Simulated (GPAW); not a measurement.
# Work function of TaSi2As4 monolayer at several levels, part 2 of 2

How far do functional and basis move the work function of TaSi2As4 monolayer?

GPAW 26.7.0; GPAW, PAW setups; layer in a repeated cell with vacuum, relaxation of atoms and in-plane cell (the session's first sound run).

So far, upper work function (eV): step 3 (the slab's potential, PBE, GPAW) 4.90; step 5 (self-consistent run: xc = "RPBE") 4.79; step 6 (OptPBE vdW: xc = "optPBE-vdW", GPAW, PAW setups, GPAW) 5.10; step 7 (self-consistent run: xc = "vdW-DF2", GPAW, PAW setups, GPAW) 5.20; step 8 (self-consistent run: xc = "revPBE") 4.80.

### 9. Real-space grid: mode = "fd"

A real-space grid is a second complete basis, so it checks the plane-wave result.

Input file run.py:

```python
import json
import numpy as np
from ase import Atoms
from gpaw import GPAW

slab = Atoms(
    ['As', 'Si', 'As', 'Ta', 'As', 'Si', 'As'],
    positions=[
        [-0.00000, -0.00000, 7.00000],
        [-0.00000, 2.12884, 8.09811],
        [-0.00000, 2.12884, 10.48022],
        [-0.00000, 0.00000, 12.00917],
        [0.00000, 2.12884, 13.53813],
        [0.00000, 2.12884, 15.92024],
        [-0.00000, -0.00000, 17.01835]],
    cell=[[3.68726, -0.0, 0.0], [-1.84363, 3.19326, 0.0], [0.0, 0.0, 24.0183]],
    pbc=[True, True, False],
    magmoms=[0.0, 0.0, 0.0, 1.0, 0.0, 0.0, 0.0])

slab.calc = GPAW(mode='fd', h=0.18, xc='PBE', kpts={'size': (9, 9, 1), 'gamma': True},
                 occupations={'name': 'fermi-dirac', 'width': 0.05}, nbands='200%',
                 convergence={'density': 1e-05}, maxiter=200,
                 poissonsolver={'dipolelayer': 'xy'},
                 symmetry={'tolerance': 1e-3}, txt='slab.txt')
result = {}
energy = slab.get_potential_energy()
fermi = slab.calc.get_fermi_level()
v = slab.calc.get_electrostatic_potential().mean((0, 1)) - fermi
n = slab.calc.get_pseudo_density().mean((0, 1))
L = slab.cell[2, 2]
z = np.arange(len(v)) * L / len(v)
low, high = slab.positions[:, 2].min(), slab.positions[:, 2].max()
below, above = np.interp([low - 4.8, high + 4.8], z, v)
slopes = [np.interp(x, z, np.gradient(v, z)) for x in (low - 4.8, high + 4.8)]
eps = np.array([[slab.calc.get_eigenvalues(k, s) for k in range(len(slab.calc.get_ibz_k_points()))]
                for s in range(slab.calc.get_number_of_spins())]) - fermi
top, bottom = eps[eps < 0].max(), eps[eps > 0].min()
dipole = slab.get_dipole_moment()[2]
print(f'energy {energy:.4f} eV, Fermi level {fermi:.4f} eV, dipole {dipole:.5f} e A')
print(f'potential 4.8 A off the faces, from the Fermi level: lower {below:.4f} eV, upper {above:.4f} eV')
print(f'slope of the potential there: lower {slopes[0]:.5f}, upper {slopes[1]:.5f} eV/A')
print(f'nearest levels on the mesh: {top:.4f} and {bottom:.4f} eV')
print('magnetic moment', round(slab.get_magnetic_moment(), 3))
result.update(energy=energy, fermi=fermi, dipole=dipole, below=below, above=above, slopes=slopes, edges=[top, bottom],
              z=z.tolist(), v=v.tolist(), n=n.tolist(), positions=slab.positions.tolist(),
              forces=slab.get_forces(apply_constraint=False).tolist(), moments=slab.get_magnetic_moments().tolist())
json.dump(result, open('result.json', 'w'))
```

Launch:

```console
> OMP_NUM_THREADS=1 OPENBLAS_NUM_THREADS=1 python run.py
```

It took 6.8 min on 1 thread of Intel Xeon Platinum 8375C at 2.90GHz (Ice Lake), shared host; peak memory 0.92 GiB.

This step gave:

```
dipole along the normal                    : 0.001024 e·Å
levels nearest the Fermi level on the mesh : -0.08262, 0.05509 eV from the Fermi level
upper work function                        : 4.901 eV
lower work function                        : 4.916 eV
```

The electrostatic potential energy of an electron (without an applied field's), less the Fermi level, planar mean oscillates, so the rows of the table below give means over windows of 1 Å about each position, cut where the curve ends. Its maxima inside the range that stand out by 2 % of the span (Å: eV): 7.6: -9.47, 9.3: 2.13, 11.2: -5.58, 12.8: -5.58, 14.7: 2.12, 16.4: -9.48. Its minima: 7.0: -14.0, 8.0: -11.1, 10.5: -12.3, 12.0: -16.6, 13.6: -12.3, 16.0: -11.1, 17.0: -14.1.

Electrostatic potential energy of an electron (without an applied field's), less the Fermi level, planar mean against z; means over each step:

| z (Å) | electrostatic potential energy of an electron (without an applied field's), less the Fermi level, planar mean (eV) |
| --- | --- |
| 0 | 4.92 |
| 1 | 4.92 |
| 2 | 4.92 |
| 3 | 4.92 |
| 4 | 4.90 |
| 5 | 4.71 |
| 6 | 1.57 |
| 7 | -11.1 |
| 8 | -9.61 |
| 9 | 0.0107 |
| 10 | -4.89 |
| 11 | -8.11 |
| 12 | -13.6 |
| 13 | -8.05 |
| 14 | -5.15 |
| 15 | 0.133 |
| 16 | -9.54 |
| 17 | -11.2 |
| 18 | 1.39 |
| 19 | 4.68 |
| 20 | 4.89 |
| 21 | 4.90 |
| 22 | 4.90 |
| 23 | 4.90 |

The upper face's work function is 4.901 eV, against 4.900 eV in the first plane-wave PBE run at this geometry.

### 10. Atomic orbitals: mode = "lcao"

Atom-centred orbitals end a few angstrom from the surface, which tests how much the density's tail matters.

run.py: that of step 9 with these lines changed.

```diff
@@ -19,4 +19,4 @@
 
-slab.calc = GPAW(mode='fd', h=0.18, xc='PBE', kpts={'size': (9, 9, 1), 'gamma': True},
-                 occupations={'name': 'fermi-dirac', 'width': 0.05}, nbands='200%',
+slab.calc = GPAW(mode='lcao', basis='dzp', h=0.18, xc='PBE', kpts={'size': (9, 9, 1), 'gamma': True},
+                 occupations={'name': 'fermi-dirac', 'width': 0.05}, nbands='120%',
                  convergence={'density': 1e-05}, maxiter=200,
```

Run time: 5.7 min. Hardware: 1 thread; peak memory 0.35 GiB.

Numbers from this step:

```yaml
dipole_along_the_normal: 0.001025 e·Å
levels_nearest_the_fermi_level_on_the_mesh: -0.08266, 0.05492 eV from the Fermi level
upper_work_function: 4.688 eV
lower_work_function: 4.703 eV
```

The electrostatic potential energy of an electron (without an applied field's), less the Fermi level, planar mean oscillates, so the rows of the table below give means over windows of 1 Å about each position, cut where the curve ends. Its maxima inside the range that stand out by 2 % of the span (Å: eV): 7.6: -9.60, 9.3: 2.10, 11.2: -5.65, 12.8: -5.65, 14.7: 2.10, 16.4: -9.61. Its minima: 7.0: -14.1, 8.0: -11.2, 10.5: -12.3, 12.0: -16.7, 13.6: -12.3, 16.0: -11.2, 17.0: -14.1.

Electrostatic potential energy of an electron (without an applied field's), less the Fermi level, planar mean against z; means over each step:

z (Å), electrostatic potential energy of an electron (without an applied field's), less the Fermi level, planar mean (eV) and a bar from the least value:
```
        0        4.7 ##############################
        1        4.7 ##############################
        2        4.7 ##############################
        3        4.7 ##############################
        4        4.7 ##############################
        5        4.6 ##############################
        6        1.5 #########################
        7      -11.2 ####
        8       -9.7 #######
        9        0.0 ######################
       10       -4.9 ##############
       11       -8.1 #########
       12      -13.7 
       13       -8.1 #########
       14       -5.1 ##############
       15        0.1 #######################
       16       -9.6 #######
       17      -11.3 ####
       18        1.4 #########################
       19        4.6 ##############################
       20        4.7 ##############################
       21        4.7 ##############################
       22        4.7 ##############################
       23        4.7 ##############################
```

The upper face's work function is 4.688 eV, against 4.900 eV in the first plane-wave PBE run at this geometry.

### 11. All levels side by side

Times are for 1 thread of Intel Xeon Platinum 8375C at 2.90GHz (Ice Lake), shared host. The series side by side:

| no. | run | upper work function (eV) | lower work function (eV) | time | memory (GiB) |
| --- | --- | --- | --- | --- | --- |
| 1 | pw | 4.900 | 4.915 | 2 min | 0.33 |
| 2 | LDA | 5.171 | 5.187 | 95 s | 0.31 |
| 3 | RPBE | 4.794 | 4.809 | 2 min | 0.33 |
| 4 | optPBE vdW | 5.099 | 5.114 | 2.1 min | 0.52 |
| 5 | vdW DF2 | 5.197 | 5.213 | 7.1 min | 0.53 |
| 6 | revPBE | 4.798 | 4.813 | 2 min | 0.33 |
| 7 | fd | 4.901 | 4.916 | 6.8 min | 0.92 |
| 8 | lcao | 4.688 | 4.703 | 5.7 min | 0.35 |

### 12. Side by side

Results and costs are gathered.

This step: comparison of work functions, dipole and cost (GPAW 26.7.0).

Ladder, by row:

| step | code | work function, upper (eV) | work function, lower (eV) | dipole (e Å) | wall time (s) | peak memory (GiB) | threads |
| --- | --- | --- | --- | --- | --- | --- | --- |
| pw | GPAW | 4.9 | 4.915 | 8.64e-4 | 118.2 | 0.33 | 1 |
| LDA | GPAW | 5.171 | 5.187 | 8.64e-4 | 94.97 | 0.31 | 1 |
| RPBE | GPAW | 4.794 | 4.809 | 8.64e-4 | 122.8 | 0.33 | 1 |
| optPBE-vdW | GPAW | 5.099 | 5.114 | 8.65e-4 | 125.5 | 0.52 | 1 |
| vdW-DF2 | GPAW | 5.197 | 5.213 | 8.67e-4 | 424.3 | 0.53 | 1 |
| revPBE | GPAW | 4.798 | 4.813 | 8.64e-4 | 119.1 | 0.33 | 1 |
| fd | GPAW | 4.901 | 4.916 | 0.001024 | 410.1 | 0.92 | 1 |
| lcao | GPAW | 4.688 | 4.703 | 0.001025 | 345 | 0.35 | 1 |

### 13. What came out

```yaml
work_function_upper_and_lower_face: 4.900 and 4.915 eV
dipole_along_the_normal: 8.6e-4 e Å
```

**Reading.** With plane waves and PBE the work function is 4.90 eV on the upper face and 4.92 eV on the lower. Over the sound runs of the table the upper face's work function spans 4.688 (lcao) to 5.197 eV (vdW-DF2). Atomic orbitals miss the plane-wave value by -0.21 eV, since they describe the tail of the density in the vacuum poorly. The small printed dipole stands for a step of -13 meV from the lower to the upper face, and the probes find -16 meV; values this small are near the numerical noise of both. One magnetic start was tried; another order may lie lower. The layer's cell and atoms come from the relaxation; spin-orbit coupling and temperature are left out.

[Logs are printed without paths, hosts, clocks, repeated set-up lines and the standing remarks that a program may print on its own settings, such as how far it seeks lower states.]

[Hosts, paths, dates, database ids (printed as entryN), source tags and the programs' standing remarks are cut or masked in the printed files.]
